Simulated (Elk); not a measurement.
## AlNi3: spin-resolved bands and density of states

Wanted: the exchange-split electronic structure of AlNi3.

Calculated with Elk 11.2.3 (patched build); PBE; all-electron APW+lo, Dirac cores, scalar-relativistic bands.

### 1. The starting structure

It takes space group Pm-3m (No. 221, cubic). Conventional cell: a = 3.523 Å, b = 3.523 Å, c = 3.523 Å, α = 90.00°, β = 90.00°, γ = 90.00°. Nearest to Al lie 12 Ni at 2.49 Å. Ni has 4 Al at 2.49 Å and 8 Ni at 2.49 Å nearest. Farther neighbours are not listed.

The cell comes from a database of computed structures and need not be the stable phase.

### 2. The magnetic state

Bands and densities of states are read from a converged potential, so the magnetic state comes first.

This is the lowest of the starts that converged (ferro +++).

The last three numbers of an atom's line are a seed field in its sphere. It points against the wanted moment and shrinks by the factor reducebf each loop.

The input, elk.in:

```
tasks
  0
  33
  73

xctype
  20

rgkmax
  7.0

nempty
  8

swidth
  0.001837

reducebf
  0.5

epsengy
  1e-05

maxscl
  100

lmaxi
  3

spinpol
  .true.

sppath
  './'

avec
  6.65760855553 0.00000000000 0.00000000000
  0.00000000000 6.65760855553 0.00000000000
  0.00000000000 0.00000000000 6.65760855553

atoms
  2
  'Al.in'
  1
  0.0000000000 0.0000000000 0.0000000000   0.000000 0.000000 0.000000
  'Ni.in'
  3
  0.0000000000 0.5000000000 0.5000000000   0.000000 0.000000 -0.050000
  0.5000000000 0.0000000000 0.5000000000   0.000000 0.000000 -0.050000
  0.5000000000 0.5000000000 0.0000000000   0.000000 0.000000 -0.050000

ngridk
  10 10 10

plot3d
  0 0 0
  1 0 0
  0 1 0
  0 0 1
  18 18 18
```

Command:

```console
$ OMP_NUM_THREADS=8 elk
```

Numbers of over 12 decimals in the logs are rounded to 6 here.

The log of the run:

```text
Warning(init1): few empty states an atom for a second variation :    8.000000000
 they are its basis, with spin, DFT+U, afieldc (12 by default), in Hartree-Fock and RDMFT; 30 and more for pressures
Warning(gndstate): core states of species 1 leak from the muffin-tin :   0.4846558927E-03
Warning(gndstate): core states of species 2 leak from the muffin-tin :   0.4138237099E-03

--- INFO.OUT ---
┌─────────────────────────┐
│ Elk code version 11.2.3 │
└─────────────────────────┘

All units are atomic (Hartree, Bohr, etc.)

┌─────────────────────────────────────────────────┐
│ Ground-state run starting from atomic densities │
└─────────────────────────────────────────────────┘

Lattice vectors :
   6.657608556       0.000000000       0.000000000
   0.000000000       6.657608556       0.000000000
   0.000000000       0.000000000       6.657608556

Species : 1 (Al)
 parameters loaded from : Al.in
 name : aluminium
 nuclear charge    :   -13.00000000
 electronic charge :    13.00000000
 atomic mass :    49184.33496
 muffin-tin radius :    2.200000000
 number of radial points in muffin-tin :    793
 inner part over the whole radius :   0.9821194981E-02
 number on inner part of muffin-tin    :    552
 approximate nuclear radius :   0.5839653600E-04
 number of mesh points to nuclear radius :    244
 atomic positions (lattice), magnetic fields (Cartesian) :
  1 :   0.00000000  0.00000000  0.00000000    0.00000000  0.00000000  0.00000000

Species : 2 (Ni)
 parameters loaded from : Ni.in
 name : nickel
 nuclear charge    :   -28.00000000
 electronic charge :    28.00000000
 atomic mass :    106991.5231
 muffin-tin radius :    2.328820078
 number of radial points in muffin-tin :    993
 inner part over the whole radius :   0.9875947638E-02
 number on inner part of muffin-tin    :    700
 approximate nuclear radius :   0.7325707712E-04
 number of mesh points to nuclear radius :    335
 atomic positions (lattice), magnetic fields (Cartesian) :
  1 :   0.00000000  0.50000000  0.50000000    0.00000000  0.00000000 -0.05000000
  2 :   0.50000000  0.00000000  0.50000000    0.00000000  0.00000000 -0.05000000
  3 :   0.50000000  0.50000000  0.00000000    0.00000000  0.00000000 -0.05000000

Total number of atoms per unit cell :    4
Total muffin-tin volume :    203.3171288
 ratio of muffin-tin to unit cell volume :   0.6889999626

Spin treatment :
 spin-polarised
 global magnetic field (Cartesian) :    0.000000000       0.000000000       0.000000000
 collinear magnetisation in z-direction

Number of Bravais lattice symmetries :   48
Number of crystal symmetries         :   48
Crystal has inversion symmetry
Real symmetric eigensolver will be used

k-point grid :     10    10    10
k-point offset :    0.000000000       0.000000000       0.000000000
k-point set is reduced with full crystal symmetry group
Total number of k-points :       56

Muffin-tin radius times maximum |G+k| :    7.000000000
 using average radius
Maximum |G+k| for APW functions       :    3.047963991
Maximum (1/2)|G+k|²                   :    4.645042246
Maximum |G| for potential and density :    12.00000000
Constant for pseudocharge density :    7
 order of it for each species :   14  14
 order of it for pair densities of each species (exact exchange by exxq0 0: 14) :    9  10
Radial integration step length :    1

G-vector grid sizes :     27    27    27
Number of G-vectors :     8601

Maximum angular momentum used for
 APW functions            :    8
 outer part of muffin-tin :    6
 inner part of muffin-tin :    3

Number of empty states         :     32
Total number of valence states :    122
Total number of core states    :     40

Third-order local-orbitals added for an l without core states : T
Total number of local-orbitals :     76

Exchange-correlation functional :     20     0     0
 Perdew-Burke-Ernzerhof, Phys. Rev. Lett. 77, 3865 (1996)
 gradient requirement :    1
 generalised gradient approximation (GGA)

Smearing type :    3
 Fermi-Dirac
Smearing width :   0.1837000000E-02
Effective electronic temperature (K) :    580.0787206

Mixing type :    3
 Broyden mixing, J. Phys. A: Math. Gen. 17, L317 (1984)

Kohn-Sham potential initialised from atomic data

┌──────────────────────────────┐
│ Self-consistent loop started │
└──────────────────────────────┘

┌─────────────────┐
│ Loop number : 1 │
└─────────────────┘

Energies :
 Fermi                       :     0.220050
 sum of occupied eigenvalues :     -2757.3713813881
 electron kinetic            :      4877.5453291385
 core electron kinetic       :      4340.5567120718
 Coulomb                     :     -9473.8328625071
 Coulomb potential           :     -7353.9929433277
 nuclear-nuclear             :     -838.53197100836
 electron-nuclear            :     -9948.1635642157
 Hartree                     :      1312.8626727170
 Madelung                    :     -5796.8363908432
 xc potential                :     -280.73176015407
 xc effective B-field        :    -0.75725250751298E-01
 external B-field            :      0.000000
 exchange                    :     -204.96233676713
 correlation                 :     -4.551102
 electron entropic           :    -0.13668199229477E-02
 total energy                :     -4805.8023389629
 (external B-field energy excluded from total)

Density of states at Fermi energy :    126.5397541
 (states/Hartree/unit cell)

Estimated indirect band gap :   0.2066372257E-03
 from k-point 9 to k-point 23
Estimated direct band gap   :   0.1624978827E-02
 at k-point 34

Charges :
 core                        :    40.00000000
 valence                     :    57.00000000
 interstitial                :    3.631069203
 muffin-tins (core leakage)
  species : 1 (Al)
   atom 1                    :    11.37774969     (  0.5161991732E-03)
  species : 2 (Ni)
   atom 1                    :    27.33039370     (  0.4140243280E-03)
   atom 2                    :    27.33039370     (  0.4140243280E-03)
   atom 3                    :    27.33039370     (  0.4140243280E-03)
 total in muffin-tins        :    93.36893080
 total calculated charge     :    96.99741279
 total charge                :    97.00000000
 error                       :   0.2587208193E-02

Moments :
 interstitial                :  -0.1984645357
 muffin-tins
  species : 1 (Al)
   atom 1                    :  -0.7928853316E-01
  species : 2 (Ni)
   atom 1                    :   0.9761785920
   atom 2                    :   0.9761785920
   atom 3                    :   0.9761785920
 total in muffin-tins        :    2.849247243
 total moment                :    2.650782707

[... earlier loops left out ...]

┌──────────────────┐
│ Loop number : 18 │
└──────────────────┘

Energies :
 Fermi                       :     0.308777
 sum of occupied eigenvalues :     -2746.4715099607
 electron kinetic            :      4878.8293580140
 core electron kinetic       :      4340.6292594326
 Coulomb                     :     -9474.6141610480
 Coulomb potential           :     -7353.1756349704
 nuclear-nuclear             :     -838.53197100836
 electron-nuclear            :     -9950.6277978478
 Hartree                     :      1314.5456078082
 Madelung                    :     -5798.0263435628
 xc potential                :     -272.11930976879
 xc effective B-field        :    -0.59231018128193E-02
 external B-field            :      0.000000
 exchange                    :     -205.03236131998
 correlation                 :     -4.552840
 electron entropic           :    -0.10249010060572E-02
 total energy                :     -4805.3710296622
 (external B-field energy excluded from total)

Density of states at Fermi energy :    91.24522263
 (states/Hartree/unit cell)

Estimated indirect band gap :   0.6721491023E-03
 from k-point 28 to k-point 1
Estimated direct band gap   :   0.1528666429E-02
 at k-point 31

Charges :
 core                        :    40.00000000
 valence                     :    57.00000000
 interstitial                :    3.563031270
 muffin-tins (core leakage)
  species : 1 (Al)
   atom 1                    :    11.41377795     (  0.4846558927E-03)
  species : 2 (Ni)
   atom 1                    :    27.34106359     (  0.4138237099E-03)
   atom 2                    :    27.34106359     (  0.4138237099E-03)
   atom 3                    :    27.34106359     (  0.4138237099E-03)
 total in muffin-tins        :    93.43696873
 total calculated charge     :    96.99749550
 total charge                :    97.00000000
 error                       :   0.2504495552E-02

Moments :
 interstitial                :  -0.4241460506E-01
 muffin-tins
  species : 1 (Al)
   atom 1                    :  -0.1712162183E-01
  species : 2 (Ni)
   atom 1                    :   0.2511314637
   atom 2                    :   0.2511314637
   atom 3                    :   0.2511314637
 total in muffin-tins        :   0.7362727693
 total moment                :   0.6938581642

┌──────────────────────────────┐
│ Self-consistent loop stopped │
└──────────────────────────────┘

Warning : core states of species 1 leak from the muffin-tin :   0.4846558927E-03

Warning : core states of species 2 leak from the muffin-tin :   0.4138237099E-03

Wrote STATE.OUT
```

Elapsed: 85 s, on 8 threads of Arm Neoverse V1, shared host; peak memory 0.78 GiB; 11 min of CPU time.

Spin moment in the muffin-tin sphere by atom:

```
atom  spin moment in the muffin-tin sphere (μB)
 Al1                                     -0.017
 Ni2                                      0.251
 Ni3                                      0.251
 Ni4                                      0.251
```

Read from the output:

- density of states at the Fermi level: 3.353 states/eV/cell
- moment between the spheres: -0.04242 μB
- magnetization: 0.6939 μB
- final state: ferromagnetic

### 3. Bands and density of states

The potential is kept. Point names follow a standard table for this cell's lattice and can differ from other conventions. The density of states is interpolated from the levels on the mesh (so its value at the Fermi level can differ from the smeared one of the ground-state run), and the bands are solved anew along a path of special points.

The input, elk.in:

```
tasks
  10
  20
  15

xctype
  20

rgkmax
  7.0

nempty
  8

swidth
  0.001837

reducebf
  0.5

epsengy
  1e-05

maxscl
  100

lmaxi
  3

spinpol
  .true.

sppath
  './'

avec
  6.65760855553 0.00000000000 0.00000000000
  0.00000000000 6.65760855553 0.00000000000
  0.00000000000 0.00000000000 6.65760855553

atoms
  2
  'Al.in'
  1
  0.0000000000 0.0000000000 0.0000000000   0.000000 0.000000 0.000000
  'Ni.in'
  3
  0.0000000000 0.5000000000 0.5000000000   0.000000 0.000000 -0.000050
  0.5000000000 0.0000000000 0.5000000000   0.000000 0.000000 -0.000050
  0.5000000000 0.5000000000 0.0000000000   0.000000 0.000000 -0.000050

ngridk
  10 10 10

wplot
  300 60 1
  -0.35000 0.25000

plot1d
  7 84
  0.00000000 0.00000000 0.00000000
  0.00000000 0.50000000 0.00000000
  0.50000000 0.50000000 0.00000000
  0.00000000 0.00000000 0.00000000
  0.50000000 0.50000000 0.50000000
  0.00000000 0.50000000 0.00000000
  0.50000000 0.50000000 0.50000000
```

Command:

```console
$ OMP_NUM_THREADS=8 elk
```

The log of the run:

```text
┌─────────────────────────────────┐
│ Elk code version 11.2.3 started │
└─────────────────────────────────┘

Info(readinput): the functional depends on the density's gradient
 muffin-tin radial points multiplied by    2.00000
 (not where nrmtscf is given)

┌───────────────────┐
│ Current task : 10 │
└───────────────────┘
Info(checkmt): changed muffin-tin radius of species 2 (Ni) from   2.4000 to   2.3288

Info(writedos):
 Total density of states written to TDOS.OUT

 Partial density of states written to PDOS_Sss_Aaaaa.OUT
 for all species and atoms

 Spin-quantisation axis :    0.000000000       0.000000000       1.000000000

 Eigenvalues of a random matrix symmetrised with the site
 symmetries in the Yₗₘ basis written to ELMIREP.OUT for all
 species and atoms. Degenerate eigenvalues correspond to
 irreducible representations of each site symmetry group

 Interstitial density of states written to IDOS.OUT

 Fermi energy is at zero in plots

 DOS units are states/Hartree/unit cell

┌───────────────────┐
│ Current task : 20 │
└───────────────────┘

Info(bandstr):
 Band structure plot written to BAND.OUT

 Fermi energy is at zero in plot

 Vertex location lines written to BANDLINES.OUT

┌───────────────────┐
│ Current task : 15 │
└───────────────────┘

Warning(init1): few empty states an atom for a second variation :    8.000000000
 they are its basis, with spin, DFT+U, afieldc (12 by default), in Hartree-Fock and RDMFT; 30 and more for pressures

Info(writelsj):
 muffin-tin L, S and J expectation values written to LSJ.OUT

┌──────────────────┐
│ Elk code stopped │
└──────────────────┘
```

It took 1.9 min on 8 threads; peak memory 0.88 GiB.

The electronic bands at the labelled points (eV, zero at the Fermi level; # counts the bands kept):

```
          point  up #16  up #17  up #18  up #19  down #13  down #14  down #15  down #16
              Γ   -0.06    0.80    0.80    0.80      0.01      0.36      0.36      0.36
0.45 of the way   -0.46   -0.06    2.38    2.38     -0.50     -0.48     -0.40     -0.21
              X   -0.51   -0.05    5.63    5.63     -0.97     -0.97     -0.85     -0.33
0.55 of the way   -0.65   -0.60    2.09    2.19     -0.91     -0.86     -0.61     -0.44
              M   -0.98   -0.60    0.88    0.88     -1.18     -1.14     -0.81     -0.61
        halfway   -0.40   -0.03    0.99    3.83     -0.84     -0.60     -0.51      0.01
              Γ   -0.06    0.80    0.80    0.80      0.01      0.36      0.36      0.36
        halfway   -0.19    0.53    1.29    1.29     -0.97     -0.75     -0.75      0.18
              R   -0.32   -0.24   -0.24   -0.24     -1.20     -0.91     -0.91     -0.33
        halfway   -0.67   -0.34    1.69    2.07     -0.83     -0.80     -0.77     -0.49
              X   -0.51   -0.05    5.63    5.63     -0.97     -0.97     -0.85     -0.33
0.47 of the way   -0.67   -0.34    1.93    2.34     -0.83     -0.82     -0.78     -0.48
              R   -0.32   -0.24   -0.24   -0.24     -1.20     -0.91     -0.91     -0.33
```

The density of states has structure finer than the step of the table below, so its rows give means over 0.5 eV, whole bins alone (the curve runs from -9.52 to 6.75 eV). Peaks (eV: height): up -3.37: 5.64, -2.18: 5.76, -1.14: 7.50; down -3.21: 4.68, -2.67: 4.55, -1.90: 5.93, -0.87: 7.62; Al1 p up -4.03: 0.0795, -3.21: 0.180, 1.36: 0.0803, 5.17: 0.0612; Al1 p down -3.92: 0.0806, -3.05: 0.233, -2.50: 0.0991, 1.58: 0.0835; Ni2 d up -3.37: 1.40, -2.23: 1.68, -1.20: 2.33.

Table of density of states by energy, zero at the Fermi level; means over each step; values in states/eV/cell:

```
energy (eV)     up   down  Al1 p up  Al1 p down  Ni2 d up  Ni2 d down
       -9.0  0.169  0.170   0.00286     0.00293    7.4e-4      7.3e-4
       -8.5  0.214  0.216   0.00474     0.00483   0.00145     0.00144
       -8.0  0.279  0.280   0.00675     0.00674   0.00296     0.00290
       -7.5  0.329  0.328   0.00782     0.00784   0.00553     0.00533
       -7.0  0.306  0.302   0.00833     0.00828   0.00858     0.00816
       -6.5  0.367  0.360    0.0150      0.0149    0.0167      0.0154
       -6.0  0.474  0.464    0.0226      0.0224    0.0351      0.0325
       -5.5  0.412  0.388    0.0360      0.0344    0.0264      0.0228
       -5.0  0.806  0.731    0.0629      0.0613    0.0830      0.0657
       -4.5   1.12   1.01    0.0638      0.0617     0.173       0.144
       -4.0   1.29   1.23    0.0605      0.0716     0.262       0.225
       -3.5   3.03   1.74    0.0881      0.0581     0.737       0.380
       -3.0   3.87   3.51     0.105       0.140      1.04       0.890
       -2.5   3.32   3.60    0.0667      0.0707     0.898       0.961
       -2.0   3.46   3.94    0.0354      0.0350      1.00        1.13
       -1.5   3.54   2.58    0.0193      0.0262      1.08       0.754
       -1.0   5.99   6.12    0.0139      0.0144      1.86        1.89
       -0.5   3.69   4.02   0.00951      0.0123      1.11        1.20
        0.0   1.15   2.40    0.0151      0.0110     0.307       0.716
        0.5  0.337  0.593    0.0226      0.0189    0.0664       0.148
        1.0  0.794  0.484    0.0526      0.0293     0.171       0.113
        1.5  0.820   1.03    0.0692      0.0740     0.143       0.213
        2.0  0.612  0.690    0.0586      0.0606    0.0911       0.116
        2.5  0.487  0.541    0.0506      0.0532    0.0634      0.0788
        3.0  0.397  0.425    0.0440      0.0454    0.0459      0.0545
        3.5  0.325  0.351    0.0367      0.0392    0.0341      0.0402
        4.0  0.315  0.299    0.0249      0.0264    0.0377      0.0362
        4.5  0.514  0.447    0.0290      0.0269    0.0608      0.0570
        5.0  0.704  0.705    0.0532      0.0511    0.0721      0.0783
        5.5  0.640  0.665    0.0530      0.0557    0.0594      0.0660
        6.0  0.565  0.589    0.0381      0.0405    0.0487      0.0538
```

### 4. What came out

```yaml
state: ferromagnetic
largest_moment: 0.251 μB
```

In words: Right at the Fermi level (the table gives means over its steps) the density of states is 0.67 states/eV a cell for spin up and 2.8 for spin down. Within the window shown, the centres of the Ni2 d states of the two spins lie 0.25 eV apart, a rough measure of the splitting of the spins. The state is the lowest of the starts that converged. These are Kohn–Sham levels without spin–orbit coupling.

[Logs and program files are shortened in this print: banners, set-up blocks, solver, clock and traceback lines can be left out without a mark of their own.]

[Logs are printed without paths, hosts, clocks, repeated set-up lines and the standing remarks that a program may print on its own settings, such as how far it seeks lower states.]

[Hosts, paths, dates, database ids (printed as entryN), source tags and the programs' standing remarks are cut or masked in the printed files.]

[Where a cell is said to come from a database of computed structures, the database is the Materials Project.]
